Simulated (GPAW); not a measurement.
# Near-edge structure at the Nb L₃ edge of NbAl3 (I4/mmm), part 3 of 3

Aim: the near-edge shape at the Nb L₃ edge of NbAl3 (I4/mmm), and what the core hole does to it.

GPAW 26.7.0; X-ray absorption from dipole matrix elements to empty bands, plane-wave PAW LDA.

So far. Step 5 (Spectrum with XCH, Nb atom 1): Main maxima below 30 eV (height): 0.8 eV (2.77), 3.0 eV (1.97) and 6.6 eV (1.07).  Step 6 (Spectrum with FCH, Nb atom 1): Against the first run the r.m.s. difference is 5 %. The highest intensity below 24 eV goes from 0.8 eV (2.77) to 1.0 eV (2.79).

### 8. Spectrum with XCH, Nb atom 1

A test of how far the result depends on this setting.

Changed against the first core-hole run: cutoff (eV) to 600.

Input file xas.py:

```python
import numpy as np
from ase import Atoms
from ase.parallel import parprint, paropen
from gpaw import GPAW, PW, FermiDirac, Mixer, MixerDif, setup_paths
from gpaw.test import gen
setup_paths.insert(0, '.')
gen('Nb', name='fch2p', xcname='LDA', corehole=(2, 1, 1), write_xml=True)
from gpaw.mpi import world
world.barrier()

atoms = Atoms('Nb4Al12',
    cell=[[3.83396585, -3.83396585, 0],
     [-3.83396585, -3.83396585, 0],
     [0, 3.83396585, -8.58490071]],
    scaled_positions=[[0, 0, 0],
     [0.75, 0.25, 0.5],
     [0.5, 0.5, 0],
     [0.25, 0.75, 0.5],
     [0.125, 0.625, 0.75],
     [0.875, 0.875, 0.25],
     [0.625, 0.125, 0.75],
     [0.375, 0.375, 0.25],
     [0.625, 0.625, 0.75],
     [0.375, 0.875, 0.25],
     [0.125, 0.125, 0.75],
     [0.875, 0.375, 0.25],
     [0.75, 0.75, 0.5],
     [0.5, 0, 0],
     [0.25, 0.25, 0.5],
     [0, 0.5, 0]],
    pbc=True)
atoms.calc = calc = GPAW(legacy_gpaw=True, mode=PW(600, force_complex_dtype=True), xc='LDA', setups={0: 'fch2p'},
    kpts={'size': (4, 4, 4), 'gamma': True}, occupations=FermiDirac(0.1),
    charge=-1, mixer=Mixer(0.1, 5, 50), maxiter=150,
    convergence={'density': 0.0001, 'eigenstates': 1e-6}, txt='scf.txt')
energy = atoms.get_potential_energy() + calc.get_reference_energy()
ef = calc.get_fermi_level()
out = dict(energy=energy, fermi=ef, forces=atoms.get_forces().tolist())
parprint(f'all-electron energy {energy:.4f} eV, Fermi level {ef:.4f} eV')
ev = np.array([[calc.get_eigenvalues(k, s) for k in range(len(calc.get_ibz_k_points()))] for s in range(calc.get_number_of_spins())])
out['homo'], out['lumo'], out['counts'] = ev[ev < ef].max(), ev[ev > ef].min(), sorted(set((ev < ef).sum((0, 2)).tolist()))
out['filled'] = (ev[:, 0] < ef).sum(1).tolist()

from ase.units import Ha
from gpaw.xas import dipole_matrix_elements
nb = int(calc.get_number_of_electrons() / 2) + 173
top, nb = nb, nb + 8 + nb // 12
nscf = calc.fixed_density(kpts={'size': (4, 4, 4), 'gamma': True}, nbands=nb,
    convergence={'bands': top, 'eigenstates': 5e-3}, maxiter=60, txt='nscf.txt')
cell = atoms.cell.array
ops = [cell.T @ U.T @ np.linalg.inv(cell.T) for U in nscf.wfs.kd.symmetry.op_scc]
E = np.arange(-6, 34, 0.1)
fwhm = np.interp(E, [4, 25], [1.66, 3.5])
Y, X, zero, highest = 0, 0, 1e9, 1e9
for spin in range(nscf.get_number_of_spins()):
    wfs = nscf.wfs
    mine = wfs.bd.get_slice()  # this rank's bands
    A = dipole_matrix_elements(wfs.setups[0])
    eps = np.zeros((wfs.kd.nibzkpts, nb))
    d = np.zeros((3, A.shape[1], wfs.kd.nibzkpts, nb), complex)
    for kpt in wfs.kpt_u:
        if kpt.s == spin and 0 in kpt.P_ani:
            eps[kpt.k, mine] = kpt.eps_n * Ha
            d[:, :, kpt.k, mine] = (kpt.weight * wfs.nspins / 2) ** 0.5 * np.inner(A, kpt.P_ani[0])
    world.sum(eps)
    world.sum(d)
    T = np.einsum('amkn,bmkn->abkn', d, d.conj()).real
    T = sum(np.einsum('ai,ijkn,bj->abkn', R, T, R) for R in ops) / len(ops)
    empty = eps > ef
    zero, highest = min(zero, eps[empty].min()), min(highest, eps[:, top - 1].min())
    lines = [(eps, T, empty)] if spin == 0 else lines + [(eps, T, empty)]
for eps, T, empty in lines:
    f = np.einsum('aakn->akn', T).reshape(3, -1)
    x = eps.ravel() - zero
    w = np.interp(x, E, fwhm) / 2.35482
    g = np.exp(-0.5 * ((E[:, None] - x) / w) ** 2) / (w * (2 * np.pi) ** 0.5)
    Y = Y + (f * empty.ravel()) @ g.T
    X = X + (f * ~empty.ravel()) @ g.T
out.update(E=E.round(2).tolist(), xas=Y.tolist(), xes=X.tolist(), zero=zero, valid=highest - zero, nk=len(eps), nb=nb)
for i in range(0, len(E), 10):
    parprint(f'{E[i]:7.2f}', *(f'{v:10.3e}' for v in Y[:, i]))
import json
with paropen('out.json', 'w') as f:
    json.dump(out, f)
```

The run is started by

```sh
> OMP_NUM_THREADS=1 mpirun -n 4 gpaw python xas.py
```

Numbers of over 12 decimals in the logs are rounded to 6 here.

Output:

```text
Input parameters:
  charge: -1
  convergence: {density: 0.0001,
                eigenstates: 1e-06}
  kpts: {gamma: True,
         size: (4, 4, 4)}
  maxiter: 150
  mixer: {backend: pulay,
          beta: 0.1,
          method: separate,
          nmaxold: 5,
          weight: 50}
  mode: {ecut: 600.0,
         force_complex_dtype: True,
         name: pw}
  occupations: {fixmagmom: False,
[...]
warnings.warn('Using symmetrized grid: ({},{},{}).\n'.format(*N_c))
<dir> UserWarning: Initial realspace grid (32,32,54) inconsistent with symmetries.
  warnings.warn(
<dir> UserWarning: Using symmetrized grid: (54,54,54).

  warnings.warn('Using symmetrized grid: ({},{},{}).\n'.format(*N_c))
all-electron energy -491835.7189 eV, Fermi level 8.9295 eV
[...]
32.00  1.218e-05  1.218e-05  1.224e-05
  33.00  1.166e-05  1.166e-05  1.240e-05
[key lines of the parts left out:]
Converged after 18 iterations.
Dipole moment: (-0.000000, 0.000000, 0.000000) |e|*Ang
Free energy:   -111.269837
Fermi level: 8.92952
```

The job ended after 4.6 min (4 MPI ranks of Intel Xeon Platinum 8488C (Sapphire Rapids), shared host; peak memory 0.88 GiB; 18 min of CPU time).

```csv
E (eV),first run,this run
-2.0,0.01,0.01
-1.0,0.27,0.27
0.0,1.85,1.85
1.0,2.70,2.70
2.0,1.91,1.91
3.0,1.97,1.97
4.0,1.58,1.58
5.0,1.05,1.05
6.0,1.03,1.03
7.0,1.03,1.03
8.0,0.87,0.87
9.0,0.74,0.74
10.0,0.66,0.66
11.0,0.68,0.68
12.0,0.68,0.68
13.0,0.61,0.61
14.0,0.57,0.57
15.0,0.58,0.58
16.0,0.57,0.57
17.0,0.53,0.53
18.0,0.49,0.49
19.0,0.46,0.46
20.0,0.43,0.43
21.0,0.39,0.39
22.0,0.35,0.35
23.0,0.32,0.32
24.0,0.30,0.30
25.0,0.31,0.31
26.0,0.34,0.34
27.0,0.41,0.41
28.0,0.52,0.52
29.0,0.64,0.64
30.0,0.72,0.72
31.0,0.75,0.75
```

The scaled spectrum changes by 0 % r.m.s. The highest intensity below 24 eV stays at 0.8 eV.

The photon energy of the zero moves by -0.00 eV.

### 9. What the core hole does

Both curves are counted from their own zero, so only the shift of weight within the empty states shows.

| E (eV) | no hole | XCH |
| --- | --- | --- |
| -2.0 | 0.00 | 0.01 |
| -1.0 | 0.06 | 0.27 |
| 0.0 | 0.63 | 1.85 |
| 1.0 | 2.01 | 2.70 |
| 2.0 | 2.01 | 1.91 |
| 3.0 | 1.69 | 1.97 |
| 4.0 | 1.86 | 1.58 |
| 5.0 | 1.35 | 1.05 |
| 6.0 | 1.10 | 1.03 |
| 7.0 | 1.14 | 1.03 |
| 8.0 | 1.00 | 0.87 |
| 9.0 | 0.86 | 0.74 |
| 10.0 | 0.78 | 0.66 |
| 11.0 | 0.72 | 0.68 |
| 12.0 | 0.72 | 0.68 |
| 13.0 | 0.68 | 0.61 |
| 14.0 | 0.62 | 0.57 |
| 15.0 | 0.59 | 0.58 |
| 16.0 | 0.58 | 0.57 |
| 17.0 | 0.56 | 0.53 |
| 18.0 | 0.53 | 0.49 |
| 19.0 | 0.50 | 0.46 |
| 20.0 | 0.46 | 0.43 |
| 21.0 | 0.41 | 0.39 |
| 22.0 | 0.36 | 0.35 |
| 23.0 | 0.31 | 0.32 |
| 24.0 | 0.29 | 0.30 |
| 25.0 | 0.28 | 0.31 |
| 26.0 | 0.30 | 0.34 |
| 27.0 | 0.34 | 0.41 |
| 28.0 | 0.42 | 0.52 |
| 29.0 | 0.52 | 0.64 |
| 30.0 | 0.61 | 0.72 |
| 31.0 | 0.67 | 0.75 |

With each curve scaled to its own mean, the area from −2 to 6 eV with the hole is 11.8 against 10.1, and the centre of weight from −1 to 20 eV moves by -0.8 eV: the hole pulls the absorber's empty states down.

### 10. What came out

| Property | Result |
| --- | --- |
| absorber and edge | Nb L₃, atom 1 of the ground-state input (counted from 1) |
| surroundings | 4 Al at 2.71 Å and 8 Al at 2.88 Å (distorted cuboctahedral, site symmetry 4/mmm) |
| highest intensity below 24 eV | 0.8 eV above the zero, height 2.77 |

What this shows: The Nb L₃ edge of atom 1, with 4 Al at 2.71 Å and 8 Al at 2.88 Å (distorted cuboctahedral, site symmetry 4/mmm), has its highest intensity of the first 24 eV at 0.8 eV above the zero, 2.8 times the mean level of the first 20 eV (Gaussian full width 1.66 eV up to 4 eV, rising linearly to 3.5 eV at 25 eV). With each curve scaled to its own mean, the area from −2 to 6 eV with the hole is 11.8 against 10.1, and the centre of weight from −1 to 20 eV moves by -0.8 eV: the hole pulls the absorber's empty states down. Changing the core hole to FCH alters the shape by 5 % r.m.s., so the result is insensitive to this choice. Changing the cutoff (eV) to 600 alters the shape by 0 % r.m.s., so this setting is converged. At the Nb L₃ edge of atom 1 polarisation matters most near 0.2 eV, where the curves differ by 0.5 on this scale. Only the L₃ part is meant: spin–orbit coupling of the core level isn't computed and the L₂ copy isn't added. The script folds with a Gaussian, whereas the core hole's own line is a Lorentzian, so the onset is too steep and the first peak too high. The holes are only 5.4 Å apart, so the shape is probably not converged with cell size; no larger cell was run here. The mesh is coarse (0.30 Å⁻¹ between points), so small maxima may be mesh ripples. The structure is a computed Materials Project entry and may be a hypothetical form.

[Banner, clock and machine lines of the logs are left out without a mark of their own.]

[Logs are printed without paths, hosts, clocks, repeated set-up lines and the standing remarks that a program may print on its own settings, such as how far it seeks lower states.]

[Hosts, paths, dates, database ids (printed as entryN), source tags and the programs' standing remarks are cut or masked in the printed files.]

[Lists of maxima count a maximum above −3 eV only where it reaches 4 % of the highest in the window and stands out from its surroundings by 2 % of it (1.5 % where it reaches 55 %); shoulders and weaker maxima are passed over, and of the rest the first, up to two pre-edge ones and the few strongest are named.]
